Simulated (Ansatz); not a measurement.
## TlH3 (model cell, started as ReO3 type): from the cell to its phonons

Wanted: phonon frequencies of TlH3 (model cell, started as ReO3 type) and what follows from them.

Program: Ansatz 0.2.0. Level of theory: DFT PBEsol, scalar-relativistic, plane waves, PAW. Results are calculated unless marked as measured.

Most raw output is cut from this account.

The structure was built from a prototype and need not be the compound's stable phase.

## Step 1: Set-up

The structure is cubic, space group Pm-3m (No. 221). Conventional cell: a = 4.433 Å, b = 4.433 Å, c = 4.433 Å, α = 90.00°, β = 90.00°, γ = 90.00°. Nearest to Tl lie 6 H at 2.22 Å. Nearest to H lie 2 Tl at 2.22 Å. Farther neighbours are not listed.

As a file:

```cif
data_structure
_symmetry_space_group_name_H-M 'Pm-3m'
_symmetry_Int_Tables_number 221
_cell_length_a 4.4329
_cell_length_b 4.4329
_cell_length_c 4.4329
_cell_angle_alpha 90.000
_cell_angle_beta 90.000
_cell_angle_gamma 90.000
_cell_volume 87.11
loop_
_atom_site_label
_atom_site_type_symbol
_atom_site_symmetry_multiplicity
_atom_site_Wyckoff_symbol
_atom_site_fract_x
_atom_site_fract_y
_atom_site_fract_z
_atom_site_occupancy
Tl1 Tl 1 a 0.00000 0.00000 0.00000 1
H1 H 3 d 0.50000 0.00000 0.00000 1
```

## Step 2: Relaxation, k-mesh 10×10×10

Harmonic phonons are second derivatives at a point where the forces vanish, and they are wanted at zero stress, so atoms and cell are relaxed first.

Input file input.yaml:

```yaml
crystal:
  lattice:
    - [4.4329, 0.0, 0.0]
    - [0.0, 4.4329, 0.0]
    - [0.0, 0.0, 4.4329]
  atoms:
    - { symbol: Tl, position: [0.0, 0.0, 0.0] }
    - { symbol: H, position: [0.5, 0.0, 0.0] }
    - { symbol: H, position: [0.0, 0.5, 0.0] }
    - { symbol: H, position: [0.0, 0.0, 0.5] }
kpoints:
  mp_grid: { grid: [10, 10, 10] }
hamiltonian:
  xc: pbesol
scf:
  occupations: { method: gaussian, width: 0.1 }
output:
  forces: true
  stress: true
  eigenvalues: true
relax:
  adjacent_minimum: "off"
  f_tol: 0.005
  max_steps: 80
  cell: { stress_tol: 0.05 }
```

On the command line:

```sh
$ ansatz run input.yaml --threads 4 --pin off --max-ram 7168MiB --backend cpu --events-out ev --progress --plain --runs-dir out
```

Wall time 3.4 s (4 threads of Intel Xeon 6975P-C (Granite Rapids), shared host); peak memory 0.46 GiB; 12 s of CPU time.

The steps of the relaxation:

```csv
step,energy less that of the first step (eV),largest force component (eV/Å),pressure (GPa),volume (Å³)
1,0.0000,0.0000,-7.48,87.11
2,-0.5380,0.0000,-6.32,74.98
3,-0.8786,0.0000,-2.93,64.03
4,-0.9268,0.0000,-0.52,59.93
5,-0.9284,0.0000,-0.01,59.23
6*,-0.9216,0.0000,-0.08,59.23
7,-0.9217,0.0000,0.00,59.12
8*,-0.9216,0.0000,0.00,59.12
```

Relaxation steps marked * repeat the geometry before them on a plane-wave basis chosen anew for their cell, so energy and pressure can jump there.

The run keeps the 48 symmetry operations that it works with, so distortions that break them were not tested.

```csv
cell as run,before,after,change
a (Å),4.433,3.896,-12.1 %
b (Å),4.433,3.896,-12.1 %
c (Å),4.433,3.896,-12.1 %
volume (Å³/atom),21.78,14.78,-32.1 %
```

The relaxed structure:

```xyz
4
Lattice="3.8957 0.0000 0.0000 0.0000 3.8957 0.0000 0.0000 0.0000 3.8957" Properties=species:S:1:pos:R:3 pbc="T T T"
Tl    0.0000    0.0000    0.0000
H     1.9478    0.0000    0.0000
H     0.0000    1.9478    0.0000
H     0.0000    0.0000    1.9478
```

This step gave:

* pressure: -0.001267 GPa
* volume per atom: 14.78 Å³
* gap on the k-mesh: 0 eV

In this step the volume went from 21.78 to 14.78 Å³/atom.

## Step 3: Bringing the structure to rest, k-mesh 12×12×12

The relaxation is repeated from its end, on the mesh and smearing that suit the cell and gap now reached.

input.yaml, the sections that differ from step 2:

```yaml
crystal:
  lattice:
    - [3.8956913668, 0.0, 0.0]
    - [0.0, 3.8956913668, 0.0]
    - [0.0, 0.0, 3.8956913668]
  atoms:
    - { symbol: Tl, position: [0.0, 0.0, 0.0] }
    - { symbol: H, position: [0.5, 0.0, 0.0] }
    - { symbol: H, position: [0.0, 0.5, 0.0] }
    - { symbol: H, position: [0.0, 0.0, 0.5] }
kpoints:
  mp_grid: { grid: [12, 12, 12] }
# hamiltonian, scf, output, relax: as in step 2
```

Wall time 1.1 s (4 threads); peak memory 0.44 GiB.

Little changed from the start: no atom moved by 0.005 Å and no cell edge by 0.1 %.

This step gave:

- pressure: -0.003317 GPa

In this step the volume went from 14.78 to 14.78 Å³/atom.

## Step 4: Relaxing to small forces for the phonons

Phonons need a cell at rest on their own settings, so the relaxation is repeated with tight tolerances on forces and stress on the k mesh and occupations of the first response run.

input.yaml, the sections that differ from step 3:

```yaml
scf:
  occupations: { method: methfessel_paxton, width: 0.2 }
relax:
  adjacent_minimum: "off"
  f_tol: 0.001
  max_steps: 60
  cell: { stress_tol: 0.01 }
# crystal, kpoints, hamiltonian, output: as in step 3
```

The job ended after 1.1 s (4 threads; peak memory 0.42 GiB).

Little changed from the start: no atom moved by 0.005 Å and no cell edge by 0.1 %.

This step gave:

* pressure: -0.007189 GPa

The forces vanish by symmetry and the pressure is -0.007 GPa, within the tolerances set. The cell now holds 14.78 Å³/atom.

## Step 5: Linear response at the zone centre

The zone centre comes first: it holds the modes that light can see, as far as symmetry allows. No field response is asked, since the mesh shows no gap.

Changes to input.yaml since step 4:

```diff
@@ -17,9 +17,4 @@
 output:
-  forces: true
-  stress: true
   eigenvalues: true
-relax:
-  adjacent_minimum: "off"
-  f_tol: 0.001
-  max_steps: 60
-  cell: { stress_tol: 0.01 }
+phonons:
+  method: dfpt
```

Run time: 10 s. Hardware: 4 threads; peak memory 0.98 GiB.

This step gave:

```
sum-rule residual before enforcement                    : 1.81e-5 eV/Å²
point group                                             : m-3m
highest optical mode at the zone centre (no LO-TO term) : 1442 cm⁻¹
lowest optical zone-centre mode                         : 429.6 cm⁻¹
```

Patterns of degenerate modes are one choice out of their space. The modes at Γ (shares of kinetic energy by element, %):

```csv
mode,frequency (cm⁻¹),symmetry,Tl %,H %
1,0.0,acoustic,99,1
2,0.0,acoustic,99,1
3,0.0,acoustic,99,1
4,429.6,T1u,1,99
5,429.6,T1u,1,99
6,429.6,T1u,1,99
7,438.7,T2u,0,100
8,438.7,T2u,0,100
9,438.7,T2u,0,100
10,1441.6,T1u,0,100
11,1441.6,T1u,0,100
12,1441.6,T1u,0,100
```

Displacements in mode 5 (429.6 cm⁻¹), the largest set to 1:
```
Tl1 -0.01  0.00  0.00
H2   0.32  0.00  0.00
H3   1.00  0.00  0.00
H4   1.00  0.00  0.00
```

Displacements in mode 12 (1441.6 cm⁻¹), the largest set to 1:
```
Tl1  0.00  0.00  0.00
H2   1.00  0.00  0.00
H3  -0.16  0.00  0.00
H4  -0.16  0.00  0.00
```

Before it was imposed, the acoustic sum rule was missed by 1.8e-5 eV/Å². Small misses are needed for a sound result but don't prove that mesh and cutoff are converged. The lowest optical mode is real, 430 cm⁻¹.

## Step 6: The dispersion

Stability and thermal properties need the whole zone. Linear response on a 4×4×4 q mesh gives force constants as far as a supercell of that size would.

Changes to input.yaml since step 5:

```diff
@@ -20 +20,8 @@
   method: dfpt
+  qmesh: [4, 4, 4]
+  temperatures: { t_max: 1000, t_step: 50 }
+  qpath:
+    path:
+      - [[0.0, 0.0, 0.0], [0.0, 0.5, 0.0], [0.5, 0.5, 0.0], [0.0, 0.0, 0.0], [0.5, 0.5, 0.5], [0.0, 0.5, 0.0]]
+      - [[0.5, 0.5, 0.5], [0.5, 0.5, 0.0]]
+    npoints: 10
```

Run time: 4.2 min. Hardware: 4 threads; peak memory 2.6 GiB; 16 min of CPU time.

Numbers from this step:

- sum-rule residual before enforcement: 3.51e-5 eV/Å²
- lowest frequency on the path: 0 cm⁻¹
- highest frequency on the path or at a solved wavevector: 1442 cm⁻¹
- mean frequency: 547.6 cm⁻¹
- Debye temperature (second moment): 1277 K
- logarithmic mean frequency: 362.7 cm⁻¹
- lowest mode on the q mesh (acoustic modes at Γ apart): 22.36 cm⁻¹
- zero-point energy per atom: 101.8 meV
- heat capacity at 300 K: 15.31 J/(mol atoms K)
- vibrational entropy at 300 K: 18.23 J/(mol atoms K)
- edges of the widest gap between branches, on path and mesh: 637.2, 873.3 cm⁻¹

Frequencies (cm⁻¹) solved at each irreducible wavevector; negative means imaginary. Frequencies by wavevector, by row:

```csv
q in reciprocal lattice units,star,mode 1,mode 2,mode 3,mode 4,mode 10,mode 11,mode 12
0 0 0,1,0,0,0,429.6,1442,1442,1442
0 0 0.25,6,22.4,22.4,81.2,324.2,1186,1431,1431
0 0 -0.5,3,29.2,29.2,120.3,441.6,968.2,1421,1421
0 0.25 0.25,12,30.7,78.3,89.4,291.4,1135,1248,1420
0 0.25 -0.5,12,35.3,87.1,119.7,351,897,1189,1410
0 -0.5 -0.5,3,38.7,119.6,119.6,251,919.2,1094,1399
0.25 0.25 0.25,8,82.1,82.1,93.5,283.9,1114,1114,1302
0.25 0.25 -0.5,12,85.6,90.8,119.3,307,874,1070,1259
0.25 -0.5 -0.5,6,89.5,119.8,119.8,250.9,923.3,933.9,1258
-0.5 -0.5 -0.5,1,123.3,123.3,123.3,251,914,914,1277
```

Interpolated from a 4×4×4 q mesh. Phonon branches along the path, in cm⁻¹:

```csv
point,branch 1,branch 2,branch 3,branch 4,branch 9,branch 10,branch 11,branch 12
Γ,0,0,0,430,439,1442,1442,1442
halfway,22,22,81,324,478,1186,1431,1431
X,29,29,120,442,599,968,1421,1421
halfway,35,87,120,351,631,897,1189,1410
M,39,120,120,251,624,919,1094,1399
halfway,31,78,89,291,581,1135,1248,1420
Γ,0,0,0,430,439,1442,1442,1442
halfway,82,82,94,284,590,1114,1114,1302
R,123,123,123,251,637,914,914,1277
halfway,86,91,119,307,632,874,1070,1259
X,29,29,120,442,599,968,1421,1421
jump to R,123,123,123,251,637,914,914,1277
halfway,90,120,120,251,628,923,934,1259
M,39,120,120,251,624,919,1094,1399
```

Tetrahedra on a 16×16×16 mesh, mean over bins of 20 cm-1. Interpolated from a 4×4×4 q mesh. Table of phonon density of states by wavenumber; read off at these points:

wavenumber (cm⁻¹), phonon density of states (1/cm⁻¹/cell) and a bar:
```
       10     0.0012 #
       50     0.0246 #############
      110     0.0553 ##############################
      150     0.0000 
      210     0.0000 
      250     0.0014 #
      310     0.0187 ##########
      350     0.0132 #######
      390     0.0201 ###########
      410     0.0189 ##########
      450     0.0132 #######
      510     0.0169 #########
      550     0.0142 ########
      610     0.0182 ##########
      630     0.0320 #################
      650     0.0000 
      710     0.0000 
      750     0.0000 
      810     0.0000 
      850     0.0000 
      910     0.0136 #######
      950     0.0048 ###
     1010     0.0033 ##
     1050     0.0032 ##
     1110     0.0040 ##
     1150     0.0033 ##
     1210     0.0028 ##
     1250     0.0088 #####
     1310     0.0053 ###
     1350     0.0064 ###
     1410     0.0129 #######
     1450     0.0001
```

The partial phonon density of states has structure finer than the step of the table below, so its rows give means over 50 cm⁻¹, whole bins alone (the curve runs from -10 to 1495 cm⁻¹). Peaks (cm⁻¹: height): H 302.3: 0.0177, 406.4: 0.0195, 624.1: 0.0284, 908.0: 0.0107, 1248.7: 0.00903, 1409.6: 0.0123; Tl 113.0: 0.0399.

Phonopy on the run's constants, 15x15x15 mesh, Gaussian sigma 10.7 cm-1. Interpolated from a 4×4×4 q mesh. Table of partial phonon density of states by wavenumber; means over each step; values in 1/cm⁻¹/cell:

```csv
wavenumber (cm⁻¹),H,Tl
50,2.1e-4,0.0218
100,2.5e-4,0.0300
150,3.1e-5,0.00457
200,3.9e-6,0
250,0.00265,7.1e-6
300,0.0142,1.6e-4
350,0.0142,1.1e-4
400,0.0177,7.7e-5
450,0.0136,5.2e-5
500,0.0156,2.7e-5
550,0.0141,1.6e-5
600,0.0184,1.0e-5
650,0.00901,2.7e-6
700,1.2e-6,0
750,0,0
800,0,0
850,2.6e-4,0
900,0.00747,0
950,0.00556,0
1000,0.00330,0
1050,0.00350,0
1100,0.00380,0
1150,0.00374,0
1200,0.00233,0
1250,0.00691,6.2e-6
1300,0.00447,4.3e-6
1350,0.00669,1.0e-5
1400,0.00983,2.1e-5
1450,0.00209,3.9e-6
```

Harmonic thermodynamic functions per atom, from the density of states. Interpolated from a 4×4×4 q mesh. Thermodynamic functions, by row:

```csv
T (K),F_vib (meV/atom),S (J/mol-atom/K),C_V (J/mol-atom/K)
0,101.8,0,0
50,101.3,2.937,4.048
100,98.77,6.57,6.642
200,88.69,12.76,11.67
300,72.57,18.23,15.31
400,51.15,22.99,17.8
500,25.11,27.16,19.54
600,-4.99,30.84,20.77
700,-38.68,34.11,21.65
800,-75.58,37.05,22.29
900,-115.4,39.7,22.77
1000,-157.8,42.12,23.14
```

Harmonic mean-square displacement, third of the trace. Interpolated from a 4×4×4 q mesh. Mean square displacements, by row:

```csv
T (K),Tl1 U_eq (Å²),H2 U_eq (Å²),H3 U_eq (Å²),H4 U_eq (Å²)
0,0.00128,0.03108,0.03108,0.03108
100,0.00419,0.03333,0.03333,0.03333
300,0.01205,0.04715,0.04715,0.04715
600,0.024,0.07798,0.07798,0.07798
```

Symmetry leaves 10 wavevectors to solve. The lowest mode among them, the acoustic zeros apart, lies at q = (0, 0, 0.25) and is real, 22.4 cm⁻¹.

## Step 7: Another isotope, element H, natural mass 1.008 amu

An isotope changes the mass and not the force constants, so no new electronic calculation is needed; the shifts show which modes move this element.

The same force constants with the mass of H changed from 1.008 to 2.014 u (phonopy, no LO-TO term). Both lists are sorted by frequency; levels can cross, so a row need not hold one and the same mode. Modes under 3 cm⁻¹ are left out. Isotope shifts, by row, the first 40 of 45 rows:

```csv
q,rank,natural mass (cm⁻¹),changed mass (cm⁻¹)
0 0 0,4,429.6,305.8
0 0 0,5,429.6,305.8
0 0 0,6,429.6,305.8
0 0 0,7,438.7,310.3
0 0 0,8,438.7,310.3
0 0 0,9,438.7,310.3
0 0 0,10,1442,1021
0 0 0,11,1442,1021
0 0 0,12,1442,1021
0 0 0.25,1,22.36,22.25
0 0 0.25,2,22.36,22.25
0 0 0.25,3,81.15,80.08
0 0 0.25,4,324.2,232.3
0 0 0.25,5,428.9,303.5
0 0 0.25,6,437.5,310.6
0 0 0.25,7,437.5,310.6
0 0 0.25,8,477.6,338.1
0 0 0.25,9,477.6,338.1
0 0 0.25,10,1186,839.3
0 0 0.25,11,1431,1013
0 0 0.25,12,1431,1013
0 0 -0.5,1,29.24,29.13
0 0 -0.5,2,29.24,29.13
0 0 -0.5,3,120.3,120
0 0 -0.5,4,441.6,313.3
0 0 -0.5,5,441.6,313.3
0 0 -0.5,6,481.9,340.9
0 0 -0.5,7,516,365
0 0 -0.5,8,516,365
0 0 -0.5,9,599,424.8
0 0 -0.5,10,968.2,685
0 0 -0.5,11,1421,1006
0 0 -0.5,12,1421,1006
0 0.25 0.25,1,30.66,30.56
0 0.25 0.25,2,78.28,77.04
0 0.25 0.25,3,89.42,89.06
0 0.25 0.25,4,291.4,209.3
0 0.25 0.25,5,394,278.8
0 0.25 0.25,6,414.6,294.3
0 0.25 0.25,7,474.1,336.1
```

A mode of this element alone would shift by -29.26 %. The highest zone-centre frequency without the field goes from 1441.6 to 1020.9 cm⁻¹ (-29.2 %). The product of the frequency ratios over all optical modes at Γ is 0.045; the product rule, (m/m′)^(3k/2) (M′/M)^(3/2) with k = 3 such atoms and M the mass of the cell, gives 0.045.

## Step 8: Isotope substitution, element Tl, natural mass 204.38 amu

The same for Tl, from 204.38 to 202.97 u.

The same force constants with the mass of Tl changed from 204.380 to 202.972 u (phonopy, no LO-TO term). Both lists are sorted by frequency; levels can cross, so a row need not hold one and the same mode. Modes under 3 cm⁻¹ are left out. Isotope shifts, by row, the first 40 of 45 rows:

```csv
q,rank,natural mass (cm⁻¹),changed mass (cm⁻¹)
0 0 0,4,429.6,429.6
0 0 0,5,429.6,429.6
0 0 0,6,429.6,429.6
0 0 0,7,438.7,438.7
0 0 0,8,438.7,438.7
0 0 0,9,438.7,438.7
0 0 0,10,1442,1442
0 0 0,11,1442,1442
0 0 0,12,1442,1442
0 0 0.25,1,22.36,22.44
0 0 0.25,2,22.36,22.44
0 0 0.25,3,81.15,81.43
0 0 0.25,4,324.2,324.2
0 0 0.25,5,428.9,428.9
0 0 0.25,6,437.5,437.6
0 0 0.25,7,437.5,437.6
0 0 0.25,8,477.6,477.6
0 0 0.25,9,477.6,477.6
0 0 0.25,10,1186,1186
0 0 0.25,11,1431,1431
0 0 0.25,12,1431,1431
0 0 -0.5,1,29.24,29.34
0 0 -0.5,2,29.24,29.34
0 0 -0.5,3,120.3,120.7
0 0 -0.5,4,441.6,441.6
0 0 -0.5,5,441.6,441.6
0 0 -0.5,6,481.9,481.9
0 0 -0.5,7,516,516
0 0 -0.5,8,516,516
0 0 -0.5,9,599,599
0 0 -0.5,10,968.2,968.2
0 0 -0.5,11,1421,1421
0 0 -0.5,12,1421,1421
0 0.25 0.25,1,30.66,30.76
0 0.25 0.25,2,78.28,78.55
0 0.25 0.25,3,89.42,89.73
0 0.25 0.25,4,291.4,291.4
0 0.25 0.25,5,394,394
0 0.25 0.25,6,414.6,414.6
0 0.25 0.25,7,474.1,474.1
```

A mode of this element alone would shift by +0.35 %. The highest zone-centre frequency without the field goes from 1441.6 to 1441.6 cm⁻¹ (+0.0 %). The product of the frequency ratios over all optical modes at Γ is 1.000; the product rule, (m/m′)^(3k/2) (M′/M)^(3/2) with k = 1 such atoms and M the mass of the cell, gives 1.000.

## Step 9: What came out

* space group after relaxation (within 0.01 Å): Pm-3m
* volume per atom: 14.8 Å³
* electronic character: no gap on this mesh
* highest optical mode at the zone centre (no LO-TO term): 1442 cm⁻¹
* lowest optical zone-centre mode: 430 cm⁻¹
* lowest mode on the q mesh (acoustic modes at Γ apart): 22.4 cm⁻¹
* highest frequency on the path or at a solved wavevector: 1442 cm⁻¹
* zero-point energy per atom: 102 meV
* heat capacity at 300 K: 15.3 J/(mol atoms K)
* vibrational entropy at 300 K: 18.2 J/(mol atoms K)
* Debye temperature (second moment): 1277 K
* imaginary modes on the 4×4×4 q mesh: none

The structure is a minimum as far as tested: no mode is imaginary at the 10 irreducible wavevectors of the 4×4×4 mesh, and the softest away from the acoustic zeros lies at 22 cm⁻¹. The optical modes at Γ span 430 to 1442 cm⁻¹. The highest mode in this list at Γ, 1441.6 cm⁻¹, is mostly motion of H (100 % of the kinetic energy). On the path and the mesh, the widest gap between branches runs from 637 to 873 cm⁻¹. With no gap, or one that is small against the smearing, the frequencies hang on the k mesh and the smearing, most of all near Kohn anomalies. Spin-orbit coupling is left out, which can matter for the heavy elements here. A phonon run warned that its eigensolver left some bands unconverged in a pass. The starting cell was built on a prototype and not taken from a measurement, so the phase need not exist. These are harmonic frequencies at zero temperature: anharmonic shifts, linewidths and thermal expansion are left out.

[Logs are printed without paths, hosts, clocks, repeated set-up lines and the standing remarks that a program may print on its own settings, such as how far it seeks lower states.]

[Hosts, paths, dates, database ids (printed as entryN), source tags and the programs' standing remarks are cut or masked in the printed files.]
